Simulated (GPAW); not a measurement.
# H2 in line between two In chains: transmission at several levels, part 2 of 2

Aim: T(E), conductance and thermopower of H2 in line between two In chains, and what cheaper settings cost in accuracy.

GPAW 26.7.0; GPAW LCAO, PAW setups; Landauer transmission from Green's functions with principal layers (ASE), zero bias.

So far, transmission at the Fermi level (one spin): step 2 (GPAW, dzp, PBE, GPAW) 2.56; step 3 (basis szp(dzp), PBE, GPAW) 2.54; step 4 (basis sz(dzp), PBE, GPAW) 2.44; step 5 (revPBE) 2.52.

## (8) Density threshold 0.001, k-points along the lead 4, basis sz(dzp)

The Hamiltonian is taken from the last density. The density threshold is one of the tests that end the cycle; the energy must settle too, so a loose value may not be the test that decides. The lead's own mesh along the current sets its density and potential; where the lead is aligned to the junction's end layer, a rigid shift drops out. A smaller basis is cheaper in every inversion.

This step: GPAW LCAO, PAW setups; Landauer transmission from Green's functions with principal layers (ASE), zero bias (GPAW 26.7.0).

Contents of run.py:

```python
import json
import numpy as np
from ase import Atoms
from ase.transport.calculators import TransportCalculator
from gpaw import GPAW, FermiDirac
from gpaw.lcao.tools import get_lcao_hamiltonian
from scipy.linalg import eigh

# The junction with lead layers at both ends, along the third cell vector
device = Atoms(
    ['In', 'In', 'In', 'In', 'In', 'H', 'H', 'In', 'In', 'In', 'In', 'In'],
    positions=[
        [4.50000, 4.50000, 1.47500],
        [4.50000, 4.50000, 4.42500],
        [4.50000, 4.50000, 7.37500],
        [4.50000, 4.50000, 10.32500],
        [4.50000, 4.50000, 13.27500],
        [4.50000, 4.50000, 14.97220],
        [4.50000, 4.50000, 15.82220],
        [4.50000, 4.50000, 17.51940],
        [4.50000, 4.50000, 20.46940],
        [4.50000, 4.50000, 23.41940],
        [4.50000, 4.50000, 26.36940],
        [4.50000, 4.50000, 29.31940]],
    cell=[[9.0, 0.0, 0.0], [0.0, 9.0, 0.0], [0.0, 0.0, 30.7944]],
    pbc=True)

# One principal layer of the lead: the first 3 atoms of the device
lead = Atoms(
    ['In', 'In', 'In'],
    positions=[
        [4.50000, 4.50000, 1.47500],
        [4.50000, 4.50000, 4.42500],
        [4.50000, 4.50000, 7.37500]],
    cell=[[9.0, 0.0, 0.0], [0.0, 9.0, 0.0], [0.0, 0.0, 8.85]],
    pbc=True)

settings = dict(mode='lcao', basis='sz(dzp)', xc='PBE', h=0.2,
                occupations=FermiDirac(0.1), maxiter=250,
                mixer=dict(beta=0.1, nmaxold=8, weight=100.0),
                convergence=dict(density=0.001))
energies = np.arange(-2, 2 + 1e-9, 0.05)
eta = 0.0001
n1, n2 = 1, 1
# k and -k transmit alike, so half of the mesh across the current serves
mesh = [(i, j) for i in range(n1) for j in range(n2) if (i, j) <= (-i % n1, -j % n2)]
weights = np.array([1 if (i, j) == (-i % n1, -j % n2) else 2 for i, j in mesh]) / (n1 * n2)

# [... helper functions left out ...]
fermi_lead = ground_state(lead, (1, 1, 4), 'lead.txt')
fermi_device = ground_state(device, (1, 1, 3), 'device.txt')
# [... loop over the mesh left out, but for ...]
        # Shift the lead onto the potential of the device's first layer
        shift = ((H[:, 0, 0] - H0[:, 0, 0]) / S0[0, 0]).real.mean()
# [...]
kT = 8.617333e-5 * 300
bias = [0.1, 0.2, 0.5, 1.0, 1.5, 2.0]
# [... integrals and printing left out ...]
```

The run is started by

```sh
$ OMP_NUM_THREADS=1 OPENBLAS_NUM_THREADS=1 python run.py
```

The log of the run:

```text
basis functions: device 92, principal layer 27
Fermi level: lead -2.3420 eV, device -2.2252 eV; lead shifted by 0.0949 eV
largest coupling past the next layer 1.92e-06 eV, largest misfit of the first layer 0.126 eV
  E-E_F (eV)   T (one spin)  [channel counts left out]
    -2.000    9.4652e-01
    -1.950    9.1401e-01
    -1.900    8.2116e-01
    -1.850    4.0166e-04
    -1.800    8.4912e-07
    -1.750    1.2919e-07
    -1.700    4.8444e-08
    -1.650    2.7156e-08
    -1.600    1.9612e-08
    -1.550    1.7205e-08
    -1.500    1.7973e-08
    -1.450    2.2513e-08
    -1.400    3.5225e-08
    -1.350    7.7261e-08
    -1.300    3.5623e-07
    -1.250    5.1971e-01
[...]
1.650    1.5538e+00
     1.700    1.5481e+00
     1.750    1.5399e+00
     1.800    1.5291e+00
     1.850    1.5155e+00
     1.900    1.4995e+00
     1.950    1.4815e+00
     2.000    1.4621e+00
conductance at 300 K: 2.2425 G0 a cell; thermopower -16.81 uV/K
current from the zero-bias T(E) at 0.1 V: 17.229 uA
current from the zero-bias T(E) at 0.2 V: 33.606 uA
current from the zero-bias T(E) at 0.5 V: 74.374 uA
current from the zero-bias T(E) at 1.0 V: 131.01 uA
current from the zero-bias T(E) at 1.5 V: 185.51 uA
current from the zero-bias T(E) at 2.0 V: 238.8 uA
```

Elapsed: 55 s, on 1 thread of AMD EPYC 7R43, shared host; peak memory 0.94 GiB.

The run finished with changed settings (conv = 0.001, lead_nz = 4 and basis = "sz(dzp)"); it serves as a test.

The two runs compared:

```
                                           quantity  this run  sound run  difference
                                   conductance (G₀)    2.2425     2.5359      -0.293
largest coupling past the next principal layer (eV)  1.923e-6   1.883e-6      4.0e-8
   largest misfit of the first principal layer (eV)   0.12619   0.022478       0.104
                    shift that aligns the lead (eV)  0.094903  -0.012151       0.107
                    basis functions of the junction        92        240        -148
               basis functions of a principal layer        27         69         -42
         transmission at the Fermi level (one spin)    2.3133     2.5615      -0.248
```

One result that differs is the largest misfit of the first principal layer, 0.126 eV against 0.0225 eV.

## (9) Broadening 0.05, functional RPBE

The broadening keeps the Green's functions finite; too large a value absorbs electrons where channels are open and leaks them where none are. The functional moves levels against the Fermi level.

run.py, as its differences from that of step 8:

```diff
@@ -37,8 +37,8 @@
 
-settings = dict(mode='lcao', basis='sz(dzp)', xc='PBE', h=0.2,
+settings = dict(mode='lcao', basis='dzp', xc='RPBE', h=0.2,
                 occupations=FermiDirac(0.1), maxiter=250,
                 mixer=dict(beta=0.1, nmaxold=8, weight=100.0),
-                convergence=dict(density=0.001))
+                convergence=dict(density=0.0001))
 energies = np.arange(-2, 2 + 1e-9, 0.05)
-eta = 0.0001
+eta = 0.05
 n1, n2 = 1, 1
@@ -49,3 +49,3 @@
 # [... helper functions left out ...]
-fermi_lead = ground_state(lead, (1, 1, 4), 'lead.txt')
+fermi_lead = ground_state(lead, (1, 1, 13), 'lead.txt')
 fermi_device = ground_state(device, (1, 1, 3), 'device.txt')
```

The log of the run:

```text
basis functions: device 240, principal layer 69
Fermi level: lead -2.0811 eV, device -2.0533 eV; lead shifted by -0.0123 eV
largest coupling past the next layer 1.88e-06 eV, largest misfit of the first layer 0.023 eV
  E-E_F (eV)   T (one spin)  [channel counts left out]
    -2.000    5.2325e-01
    -1.950    3.9139e-01
    -1.900    1.2083e-01
    -1.850    2.8583e-02
    -1.800    1.0538e-02
    -1.750    5.4675e-03
    -1.700    3.5982e-03
    -1.650    2.8406e-03
    -1.600    2.6174e-03
    -1.550    2.7891e-03
    -1.500    3.4596e-03
    -1.450    5.1267e-03
    -1.400    9.6282e-03
    -1.350    2.5845e-02
    -1.300    1.0835e-01
    -1.250    3.2582e-01
[...]
1.650    1.1385e+00
     1.700    1.1345e+00
     1.750    1.1304e+00
     1.800    1.1266e+00
     1.850    1.1228e+00
     1.900    1.1178e+00
     1.950    1.1129e+00
     2.000    1.1077e+00
conductance at 300 K: 0.97676 G0 a cell; thermopower -9.219 uV/K
current from the zero-bias T(E) at 0.1 V: 7.5517 uA
current from the zero-bias T(E) at 0.2 V: 15.017 uA
current from the zero-bias T(E) at 0.5 V: 36.911 uA
current from the zero-bias T(E) at 1.0 V: 73.432 uA
current from the zero-bias T(E) at 1.5 V: 109.74 uA
current from the zero-bias T(E) at 2.0 V: 145.61 uA
```

The job ended after 1.8 min (1 thread; peak memory 1 GiB).

The run finished with changed settings (eta = 0.05 and xc = "RPBE"); it serves as a test.

Side by side:

```
                                           quantity   this run  sound run  difference
                                   conductance (G₀)    0.97676     2.5359       -1.56
largest coupling past the next principal layer (eV)   1.877e-6   1.883e-6     -5.6e-9
   largest misfit of the first principal layer (eV)   0.022923   0.022478      4.4e-4
                    shift that aligns the lead (eV)  -0.012337  -0.012151     -1.9e-4
         transmission at the Fermi level (one spin)    0.98458     2.5615       -1.58
```

The two runs differ clearly in the transmission at the Fermi level (one spin): 0.985 against 2.56.

## (10) Summary of results

```
conductance                                        : 2.54 G₀
transmission at the Fermi level, mean of the spins : 2.56
```

In words: In the dzp basis the junction conducts 2.54 G₀ at 300 K, with T = 2.56 a spin at the Fermi level; the sz basis reaches that conductance within 10 %. At the Fermi level the three most open eigenchannels pass 1.00, 0.78 and 0.78. Measured against the first run (dzp), the nearest curve is that of dzp-revPBE (r.m.s. 0.036) and the farthest that of sz (0.20). Over the compared runs wall time goes from 67 s (sz) to 119 s (dzp), on a shared host. The geometry was built from estimated bond lengths and not relaxed, so the numbers describe this model structure. Spin-orbit coupling is left out, which matters for the heavy atoms here. An evenly spaced straight chain is an idealisation: free chains tend to dimerise, zigzag or, where a band edge lies near the Fermi level, turn magnetic. The currents use the zero-bias T(E) throughout, which holds only while the bias is small against the distance to the nearest feature. The thermopower isn't quoted: it samples T(E) farther from the Fermi level than the conductance does, and the energy grid wasn't tested for it.

[Logs are printed without paths, hosts, clocks, repeated set-up lines and the standing remarks that a program may print on its own settings, such as how far it seeks lower states.]

[Hosts, paths, dates, database ids (printed as entryN), source tags and the programs' standing remarks are cut or masked in the printed files.]
